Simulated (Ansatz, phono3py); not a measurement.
# Heat carried by phonons in SrCl2 (Fm-3m), part 4 of 6

How well does the lattice of SrCl2 conduct heat?

What experiment has found for this phase:
- thermal conductivity 2.3 W/m/K near room temperature (given in “Predicting the lattice thermal conductivity of solids by solving the Boltzmann transport equation: AFLOW - AAPL an automated, accurate and efficient framework”, 2017, arXiv:1611.05481)

Ansatz 0.2.0; DFT RPBE, scalar-relativistic, plane waves, PAW; PAW set soft_1.

So far, highest frequency (cm⁻¹): step 7 (a first look at the harmonic spectrum) 206. The relaxed cell has a = 7.182 Å (conventional setting).

## Step 8: Anharmonic force constants and conductivity

Pairs of atoms inside the cutoff are displaced in a supercell, the forces give the cubic constants, and these give the three-phonon rates of the Boltzmann equation.

File input.yaml:

```yaml
crystal:
  lattice:
    - [0.0, 3.5909104527, 3.5909104527]
    - [3.5909104527, 0.0, 3.5909104527]
    - [3.5909104527, 3.5909104527, 0.0]
  atoms:
    - { symbol: Sr, position: [0.0, 0.0, 0.0] }
    - { symbol: Cl, position: [0.25, 0.25, 0.25] }
    - { symbol: Cl, position: [0.75, 0.75, 0.75] }
kpoints:
  mp_grid: { grid: [4, 4, 4] }
hamiltonian:
  xc: rpbe
  pseudopotentials: { kind: paw, azcp: { folder: soft_1 } }
scf:
  occupations: { method: fixed }
  lower_state_search: "off"
output:
  eigenvalues: true
phonons:
  method: fd
  dielectric: true
  qmesh: [4, 4, 4]
  temperatures: { t_max: 1000, t_step: 50 }
  qpath:
    path:
      - [[0.0, 0.0, 0.0], [0.5, 0.0, 0.5], [0.625, 0.25, 0.625]]
      - [[0.375, 0.375, 0.75], [0.0, 0.0, 0.0], [0.5, 0.5, 0.5], [0.5, 0.25, 0.75], [0.5, 0.0, 0.5]]
    npoints: 10
  third_order: { supercell: [2, 2, 2], pair_cutoff: 3.26 }
  lattice_thermal_conductivity:
    qmesh: [9, 9, 9]
    temperatures: [50.0, 100.0, 150.0, 200.0, 300.0, 400.0, 500.0, 600.0, 800.0]
    isotope_mass_variance:
      - { species: Cl, variance: 0.0005827 }
      - { species: Sr, variance: 6.1e-05 }
```

Command:

```console
$ ansatz run input.yaml --threads 8 --pin off --max-ram 19456MiB --backend cpu --events-out ev --progress --plain --runs-dir out
```

Numbers of over 12 decimals in the logs are rounded to 6 here.

The program printed:

```text
[...]
Warning: phonons.dielectric: true without phonons.rigid_motions: the static dielectric tensor ε⁰ will be withheld (ε∞, Z* and the rows of modes are given); for a crystal or a slab, whose only rigid motions are the translations, set phonons.rigid_motions: translations
[...]
Crystal: 12 atoms, lattice volume = 370.428 Å³
Basis set: ecut = 420 eV, 7233 PW (Γ), FFT grids on a1, a2, −2a1−2a2+a3, exchange–correlation on 72×100×144 points (8 copies of the dense FFT grid, shifted against one another)
Bands: 60, of which v1, the nominal top of the filled ones, is band 48 counted from 1 (47 counted from 0)
Symmetry: 32 space group operations
k-points: 9 of 16
[...]
SCF iter   1: F=—  HF=-22900.046713 eV  |F-HF|=—  |Δ(HF+E_count)|=         —  Δρ=2.91e-8  dr2=2.16e-12  ethr=1.00e-12  ⟨swp⟩=3.0  Hψ=1362  notcnv=0
[...]
SCF iter   2: F=-22900.046713 eV  HF=-22900.046713 eV  |F-HF|=3.64e-12  |Δ(HF+E_count)|=  1.09e-11  Δρ=1.70e-8  dr2=7.74e-13  ethr=1.00e-12  ⟨swp⟩=3.7  Hψ=1395  notcnv=0
SCF 1 converged in 2 iterations: F = -22900.046713 eV  dr2 = 7.74e-13
[...]
Crystal: 3 atoms, lattice volume = 92.607 Å³
Basis set: ecut = 420 eV, 1837 PW (Γ), exchange–correlation on 72×72×72 points (8 copies of the dense FFT grid, shifted against one another)
Bands: 16, of which v1, the nominal top of the filled ones, is band 12 counted from 1 (11 counted from 0)
Symmetry: 48 space group operations
k-points: 13 of 64 (irreducible under 8 space group operations, time reversal used)
[...]
SCF iter   4: F=-5725.011678 eV  HF=-5725.011678 eV  |F-HF|=3.46e-11  |Δ(HF+E_count)|=  4.27e-11  Δρ=2.69e-7  dr2=6.17e-11  ethr=1.00e-12  ⟨swp⟩=8.6  Hψ=1031  notcnv=0
SCF 2 converged in 4 iterations: F = -5725.011678 eV  dr2 = 6.17e-11
[...]
Symmetry: 1 space group operations
k-points: 10 of 16 (time reversal used)
[...]
SCF iter   8: F=-22900.046705 eV  HF=-22900.046705 eV  |F-HF|=1.09e-11  |Δ(HF+E_count)|=  1.09e-11  Δρ=1.70e-8  dr2=1.37e-12  ethr=1.00e-12  ⟨swp⟩=7.0  Hψ=3000  notcnv=0
SCF 3 converged in 8 iterations: F = -22900.046705 eV  dr2 = 1.37e-12
[...]
SCF iter   7: F=-22900.046705 eV  HF=-22900.046705 eV  |F-HF|=0.00e0  |Δ(HF+E_count)|=  1.82e-11  Δρ=1.29e-8  dr2=8.07e-13  ethr=1.00e-12  ⟨swp⟩=7.0  Hψ=3036  notcnv=0
SCF 4 converged in 7 iterations: F = -22900.046705 eV  dr2 = 8.07e-13
[...]
SCF iter   5: F=-22900.046705 eV  HF=-22900.046705 eV  |F-HF|=5.09e-11  |Δ(HF+E_count)|=  1.42e-10  Δρ=5.46e-8  dr2=4.00e-12  ethr=1.00e-12  ⟨swp⟩=6.9  Hψ=2886  notcnv=0
SCF 5 converged in 5 iterations: F = -22900.046705 eV  dr2 = 4.00e-12
Basis set: ecut = 420 eV, 7247 PW (Γ), FFT grids on a1, a2, −a1+2a2+a3, exchange–correlation on 72×120×120 points (8 copies of the dense FFT grid, shifted against one another)
Symmetry: 16 space group operations
k-points: 7 of 16
SCF iter   1: F=—  HF=-22900.046713 eV  |F-HF|=—  |Δ(HF+E_count)|=         —  Δρ=2.95e-8  dr2=2.09e-12  ethr=1.00e-12  ⟨swp⟩=3.0  Hψ=1042  notcnv=0
[...]
SCF iter   2: F=-22900.046713 eV  HF=-22900.046713 eV  |F-HF|=7.28e-12  |Δ(HF+E_count)|=  1.09e-11  Δρ=1.75e-8  dr2=7.80e-13  ethr=1.00e-12  ⟨swp⟩=3.7  Hψ=1126  notcnv=0
SCF 6 converged in 2 iterations: F = -22900.046713 eV  dr2 = 7.80e-13
Symmetry: 2 space group operations
k-points: 7 of 16 (time reversal used)
[...]
SCF iter   7: F=-22900.046702 eV  HF=-22900.046702 eV  |F-HF|=3.64e-12  |Δ(HF+E_count)|=  2.55e-11  Δρ=2.58e-8  dr2=3.27e-12  ethr=1.00e-12  ⟨swp⟩=6.0  Hψ=2309  notcnv=0
SCF 7 converged in 7 iterations: F = -22900.046702 eV  dr2 = 3.27e-12
[...]
SCF iter   7: F=-22900.046706 eV  HF=-22900.046706 eV  |F-HF|=3.64e-12  |Δ(HF+E_count)|=  1.82e-11  Δρ=2.30e-8  dr2=2.37e-12  ethr=1.00e-12  ⟨swp⟩=7.2  Hψ=3123  notcnv=0
SCF 8 converged in 7 iterations: F = -22900.046706 eV  dr2 = 2.37e-12
[...]
SCF 9 converged in 7 iterations: F = -22900.046705 eV  dr2 = 6.54e-13
[...]
SCF iter   6: F=—  HF=-45800.091216 eV  |F-HF|=—  |Δ(HF+E_count)|=   1.20e-7  Δρ=6.86e-7  dr2=4.32e-9  ethr=4.62e-11  ⟨swp⟩=2.0  Hψ=1566  notcnv=0  defer=157
SCF iter   7: F=-45800.091216 eV  HF=-45800.091216 eV  |F-HF|=1.67e-10  |Δ(HF+E_count)|=   3.49e-9  Δρ=2.19e-7  dr2=4.87e-10  ethr=1.00e-12  ⟨swp⟩=6.0  Hψ=4060  notcnv=0
SCF 37 converged in 7 iterations: F = -45800.091216 eV  dr2 = 4.87e-10
[...]
SCF iter   7: F=-45800.091188 eV  HF=-45800.091188 eV  |F-HF|=1.02e-10  |Δ(HF+E_count)|=   3.81e-9  Δρ=2.05e-7  dr2=4.29e-10  ethr=1.00e-12  ⟨swp⟩=6.0  Hψ=4057  notcnv=0
SCF 38 converged in 7 iterations: F = -45800.091188 eV  dr2 = 4.29e-10
[...]
SCF iter   7: F=-45800.090972 eV  HF=-45800.090972 eV  |F-HF|=6.55e-11  |Δ(HF+E_count)|=   4.15e-9  Δρ=1.94e-7  dr2=3.59e-10  ethr=1.00e-12  ⟨swp⟩=6.0  Hψ=3036  notcnv=0
SCF 39 converged in 7 iterations: F = -45800.090972 eV  dr2 = 3.59e-10
[...]
SCF iter   7: F=-45800.089224 eV  HF=-45800.089224 eV  |F-HF|=7.28e-12  |Δ(HF+E_count)|=   3.36e-9  Δρ=1.74e-7  dr2=2.98e-10  ethr=1.00e-12  ⟨swp⟩=6.0  Hψ=2516  notcnv=0
SCF 40 converged in 7 iterations: F = -45800.089224 eV  dr2 = 2.98e-10
[...]
SCF iter   7: F=-45800.091325 eV  HF=-45800.091325 eV  |F-HF|=5.82e-11  |Δ(HF+E_count)|=   1.23e-9  Δρ=1.18e-7  dr2=1.30e-10  ethr=1.00e-12  ⟨swp⟩=5.8  Hψ=2829  notcnv=0
SCF 41 converged in 7 iterations: F = -45800.091325 eV  dr2 = 1.30e-10
[...]
SCF iter   7: F=-45800.091434 eV  HF=-45800.091434 eV  |F-HF|=1.60e-10  |Δ(HF+E_count)|=   3.57e-9  Δρ=2.25e-7  dr2=5.28e-10  ethr=1.00e-12  ⟨swp⟩=6.0  Hψ=3044  notcnv=0
SCF 42 converged in 7 iterations: F = -45800.091434 eV  dr2 = 5.28e-10
[...]
SCF iter   7: F=-45800.091219 eV  HF=-45800.091219 eV  |F-HF|=1.89e-10  |Δ(HF+E_count)|=   3.44e-9  Δρ=2.32e-7  dr2=5.61e-10  ethr=1.00e-12  ⟨swp⟩=6.0  Hψ=4059  notcnv=0
SCF 43 converged in 7 iterations: F = -45800.091219 eV  dr2 = 5.61e-10
[...]
SCF iter   7: F=-45800.091141 eV  HF=-45800.091141 eV  |F-HF|=5.09e-11  |Δ(HF+E_count)|=   3.96e-9  Δρ=2.11e-7  dr2=4.40e-10  ethr=1.00e-12  ⟨swp⟩=6.0  Hψ=4051  notcnv=0
SCF 44 converged in 7 iterations: F = -45800.091141 eV  dr2 = 4.40e-10
[...]
SCF iter   7: F=-45800.090927 eV  HF=-45800.090927 eV  |F-HF|=5.09e-11  |Δ(HF+E_count)|=   3.81e-9  Δρ=2.28e-7  dr2=5.58e-10  ethr=1.00e-12  ⟨swp⟩=6.0  Hψ=3046  notcnv=0
SCF 45 converged in 7 iterations: F = -45800.090927 eV  dr2 = 5.58e-10
SCF converged after 2 iterations
Free energy (F): -22900.046713 eV
[...]
Internal energy: -22900.046713 eV  (E = F + TS)
E sigma→0 (E₀):  -22900.046713 eV
Fermi energy:    2.441119 eV
[...]
--- Band table (eV; the first three rows and the last of 9) ---
  k-point 0: bands = [... 44 lower, 2.1460, 2.2100, 2.2100, 2.4411, 7.7741, 8.1942, 8.7088, 8.7088, ... 8 higher]
  k-point 1: bands = [... 44 lower, 1.9454, 1.9454, 2.0507, 2.0507, 8.7079, 8.7079, 8.8291, 8.8291, ... 8 higher]
  k-point 2: bands = [... 44 lower, 2.1546, 2.1546, 2.1546, 2.1546, 8.6159, 8.6159, 9.1952, 9.1952, ... 8 higher]
  k-point 8: bands = [... 44 lower, 2.1875, 2.1875, 2.3564, 2.3564, 8.8260, 8.8260, 9.2222, 9.2222, ... 8 higher]
--- Phonons: 17 displaced members + 5 references (amplitude of the first 0.0025 Å, Σ member SCF iterations 121) ---
  ASR residual: 5.561e-4 → 0.000e0 eV/Å²; symmetrization residual: 6.653e-5 eV/Å²
  largest component of a force at the reference: 5.9e-8 eV/Å
  ASR residual per site (eV/Å²): 5.56e-4 2.08e-4 2.08e-4
  Γ frequencies (cm⁻¹): 0.00 0.00 0.00 107.02 107.02 107.02 159.07 159.07 159.07
  Unit cell's response to a homogeneous field, on a k mesh of 4×4×4: 1 representative field direction (Σ response iterations 8)
  ε∞ (high-frequency dielectric tensor):
        2.742667    -0.000000     0.000000
        0.000000     2.742667    -0.000000
        0.000000     0.000000     2.742667
  ε⁰ (static dielectric tensor): not given — the deck does not say what the cell's rigid motions are, and on a molecule in a box or a wire the rigid rotations would enter the sum over the modes at Γ. For a crystal or a slab, whose only rigid motions are the translations, set phonons.rigid_motions: translations.
  Born effective charges Z* (e; rows j = field, columns β = displacement):
    site 0:
         2.51167   -0.00000    0.00000
         0.00000    2.51167    0.00000
         0.00000   -0.00000    2.51167
    site 1:
        -1.25583    0.00000   -0.00000
        -0.00000   -1.25583   -0.00000
         0.00000    0.00000   -1.25583
    site 2:
        -1.25583    0.00000   -0.00000
        -0.00000   -1.25583   -0.00000
         0.00000    0.00000   -1.25583
  Z* charge neutrality: 5.606e-5 e pre-enforcement
  k-mesh period / interband length: 20.3 Å / 1.17 Å = 17.42 at k = (0.0000, 0.0000, 0.0000), direct gap 5.628 eV — 14 or more, which is no proof of convergence
  optical modes at Γ without the LO–TO term, one row a degenerate level:
      ω (cm⁻¹)  modes    IR ((D/Å)²/amu)
        107.02      3            11.1414
        159.07      3             0.0000
  optical modes at Γ + LO–TO along q̂ = [1.0000, 0.0000, 0.0000]:
      ω (cm⁻¹)  modes    IR ((D/Å)²/amu)
        107.02      2             7.4276
        159.07      3             0.0000
        206.50      1             3.7138
  optical modes at Γ + LO–TO along q̂ = [0.0000, 1.0000, 0.0000]:
      ω (cm⁻¹)  modes    IR ((D/Å)²/amu)
        107.02      2             7.4276
        159.07      3             0.0000
        206.50      1             3.7138
  optical modes at Γ + LO–TO along q̂ = [0.0000, 0.0000, 1.0000]:
      ω (cm⁻¹)  modes    IR ((D/Å)²/amu)
        107.02      2             7.4276
        159.07      3             0.0000
        206.50      1             3.7138
--- Phonons (by wavevector): 8 wavevectors in 5 supercells ---
  supercell 1 (4 cells, vectors [1, 0, 0], [-1, 1, 1], [0, 0, 4] in multiples of the cell's): 3 displaced members by 0.0025 Å; free energy -22900.046713 eV; taken off its force constants: by the sum rule 3.8e-4, by the symmetrisation 2.4e-5 eV/Å²
  symmetry images taken by strict's conditions (phonons.symmetry_images: auto; settled by no image being taken that strict refuses)
[...]
q = [0.0000, 0.0000, 0.0000] (star 1, supercell 1; hermiticity 4.76e-18, symmetrization 1.66e-5): -0.00 0.00 0.00 107.02 107.02 107.02 159.07 159.07 159.07
[...]
joined force constants: q→R imaginary residual 5.38e-18
[...]
--- Third-order force constants: 21 member SCFs in a 2×2×2 supercell (pair cutoff 3.260 Å, amplitude 0.03 Å, SCF threshold 1.00e-9 eV, Σ member SCF iterations 147) ---
[...]
51 force-constant blocks with the first atom in the home cell, fitted with 9 parameters over 4 symmetry orbits; no atom triplet left out
  sum-rule residual: 4.577e-1 → 4.401e-15 eV/Å³; symmetrization residual: 2.390e-3 eV/Å³; largest sum-rule correction relative to its orbit: 1.175e-1, on the orbit of the block of home site 1 with site 1 of cell (0, 0, 0) and site 1 of cell (0, 0, 0), whose norm before the correction was 9.918e0 eV/Å³
--- Lattice thermal conductivity: 9×9×9 mesh (35 irreducible points), tetrahedron method ---
  three-phonon and isotope scattering only; four-phonon, boundary and, in a metal, phonon-electron scattering are left out
  each conductivity is what the modes' populations carry and what the coherences between them add
  conductivity (a third of the tensor's trace), W/(m K), in the relaxation-time approximation and from the full solution:
       T (K)   relaxation time   full solution  iterations             ending  least Ritz value
       50.00            7.4442          7.4852           6          converged          7.664e-1
      100.00            3.4804          3.4917           6          converged          7.789e-1
      150.00            2.3815          2.3871           6          converged          7.805e-1
      200.00            1.8451          1.8488           6          converged          7.808e-1
      300.00            1.3101          1.3123           6          converged          7.809e-1
      400.00            1.0404          1.0419           6          converged          7.808e-1
      500.00            0.8763          0.8775           6          converged          7.808e-1
      600.00            0.7651          0.7661           6          converged          7.807e-1
      800.00            0.6223          0.6230           6          converged          7.806e-1
```

Wall time 3.1 min (8 threads of Arm Neoverse N1, shared host); peak memory 3 GiB; 24 min of CPU time.

The run finished. A setting was moved off its sound value on purpose, so it serves as a test and not as the result.

The fault put into the input: a cutoff that holds one neighbour distance alone, with which κ at 300 K comes out at 1.31 W/(m K) (third-order constants and lattice thermal conductivity).

(Part 4 of 6 ends here.)

[Logs are printed without paths, hosts, clocks, repeated set-up lines and the standing remarks that a program may print on its own settings, such as how far it seeks lower states.]

[Hosts, paths, dates, database ids (printed as entryN), source tags and the programs' standing remarks are cut or masked in the printed files.]

[A step with changed settings may run another functional than the one named; its input shows which.]

[Pressures of single members of a volume series are the stress at the run's cutoff; with an incomplete basis they can lie off −dE/dV of the same runs, and they are not shown converged.]
